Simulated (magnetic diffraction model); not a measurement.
**Solving a magnetic structure from powder neutron data: Fe2NiS4**

Space group Fd-3m (no. 227, origin choice 1), a = 10.5680 Å.

| site | atom | x | y | z |
| --- | --- | --- | --- | --- |
| 8b | Ni | 1/4 | 3/4 | 1/4 |
| 16c | Fe | 1/8 | 1/8 | 1/8 |
| 32e | S | 0.3826 | 0.8826 | 0.3826 |

This is a made-up structure (elements placed in a structure type, unrelaxed), so the numbers test the method and describe no known phase.

Only Ni and Fe are taken to order (form factors of Ni2+ and Fe3+); orders and moment sizes are assumed, and not adapted to the symmetry. Radiation: neutrons of λ = 4.2 Å, 3° to 90°; isotropic B of 0.42 Å² (Ni), 0.57 Å² (Fe) and 0.45 Å² (S). The intensities are simulated: I ∝ L Σ (|F_N|² + |F_M⊥|²) for unpolarised neutrons, with F_M = 2.695 fm/μB × Σ f(s) S exp(2πi Q·r) exp(−B s²) at Q = H ± k (one set where k and −k are equivalent), only the part normal to Q counting and L = 1/(sin²θ cos θ). For a modulated order the moment at position r is S exp(−2πi k·r) + c.c., with S = m/2 for a sine wave of amplitude m and S = m(u + iv)/2 for moments turning in a plane, u and v being orthogonal unit vectors in it; the phase factor of the sum at Q = H + k is then exp(2πi H·r). Form factors are spin-only for 3d ions and dipole or tabulated for f ions, scattering lengths are Sears's of 1992, and absorption is left out. A label names one of the reflections at its angle. The strongest nuclear line in the range is 100, and lines under 0.2 are left out.

Above the ordering temperature:

```
2θ (°)    index      I
 40.26  (1 1 1)    3.2
 68.39  (2 2 0)   25.2
 82.46  (3 1 1)  100.0
 87.00  (2 2 2)    6.8
```

Below it (cell unchanged):

```csv
2θ (°),I
3.80,65.8
38.07,8.6
40.26,3.2
42.72,1.9
42.73,7.6
47.01,3.1
51.01,1.3
65.24,2.9
68.39,25.2
68.53,1.8
71.75,2.6
77.98,1.6
81.06,1.8
82.46,100.0
84.10,1.3
84.11,1.8
87.00,6.8
87.14,1.4
```

**Question.** Check that the new lines index with k = (0 0 0.167), then choose among these models:
A. a sine wave with moments along [100] (amplitudes given), 1.79 μB on Ni and 3.76 μB on Fe; signs + at (1/4, 3/4, 1/4), + at (0, 0, 1/2), + at (1/8, 1/8, 1/8), − at (7/8, 7/8, 1/8), − at (3/8, 1/8, 3/8), − at (5/8, 7/8, 3/8)
B. moments turning in the plane of [100] and [010], 1.79 μB on Ni and 3.76 μB on Fe; signs + at (1/4, 3/4, 1/4), + at (0, 0, 1/2), + at (1/8, 1/8, 1/8), − at (7/8, 7/8, 1/8), − at (3/8, 1/8, 3/8), − at (5/8, 7/8, 3/8)
C. a sine wave with moments along [010] (amplitudes given), 1.79 μB on Ni and 3.76 μB on Fe; signs + at (1/4, 3/4, 1/4), + at (0, 0, 1/2), + at (1/8, 1/8, 1/8), − at (7/8, 7/8, 1/8), − at (3/8, 1/8, 3/8), − at (5/8, 7/8, 3/8)
D. moments turning in the plane of [001] and [100], 1.79 μB on Ni and 3.76 μB on Fe; signs + at (1/4, 3/4, 1/4), + at (0, 0, 1/2), + at (1/8, 1/8, 1/8), − at (7/8, 7/8, 1/8), − at (3/8, 1/8, 3/8), − at (5/8, 7/8, 3/8)

The new lines index as (0 0 0.167) at 3.80°, (1 1 0.833) at 38.07°, (0 0 1.833) at 42.72° and (1 1 1.167) at 42.73°, that is as H ± k with k = (0 0 0.167), one of 3 inequivalent arms of its star (k and −k counted as one), which a powder can't tell apart. Satellites come in pairs about each point of the reciprocal lattice.

Magnetic intensity, observed (below minus above) and for each model:

| 2θ (°) | index | observed | A | B | C | D |
| --- | --- | --- | --- | --- | --- | --- |
| 3.80 | (0 0 0.167) | 65.8 | 65.8 | 131.7 | 65.8 | 65.8 |
| 38.07 | (1 1 0.833) | 8.6 | 8.6 | 17.2 | 8.6 | 18.8 |
| 42.73 | (1 1 1.167) | 7.6 | 7.6 | 15.3 | 7.6 | 14.1 |
| 47.01 | (2 0 0.167) | 3.1 | 3.1 | 6.2 | 3.1 | 9.2 |
| 65.24 | (2 0 1.833) | 2.9 | 2.9 | 5.8 | 2.9 | 5.0 |
| 68.53 | (2 2 0.167) | 1.8 | 1.8 | 3.6 | 1.8 | 5.4 |
| 81.06 | (3 1 0.833) | 1.8 | 1.8 | 3.6 | 1.8 | 4.9 |
| 84.11 | (3 1 1.167) | 1.8 | 1.8 | 3.5 | 1.8 | 4.5 |

Models A and C match alike on every line, so these data can't choose among them (such ties are often domains of one structure). Model B has the same shape and would fit too with moments 0.71 times as large, so only the size of the moment sets it apart.

The structure used: k = (0 0 0.167), a sine wave with moments along [010] (amplitudes given), 1.79 μB on Ni and 3.76 μB on Fe; signs + at (1/4, 3/4, 1/4), + at (0, 0, 1/2), + at (1/8, 1/8, 1/8), − at (7/8, 7/8, 1/8), − at (3/8, 1/8, 3/8), − at (5/8, 7/8, 3/8).

[Logs are printed without paths, hosts, clocks, repeated set-up lines and the standing remarks that a program may print on its own settings, such as how far it seeks lower states.]
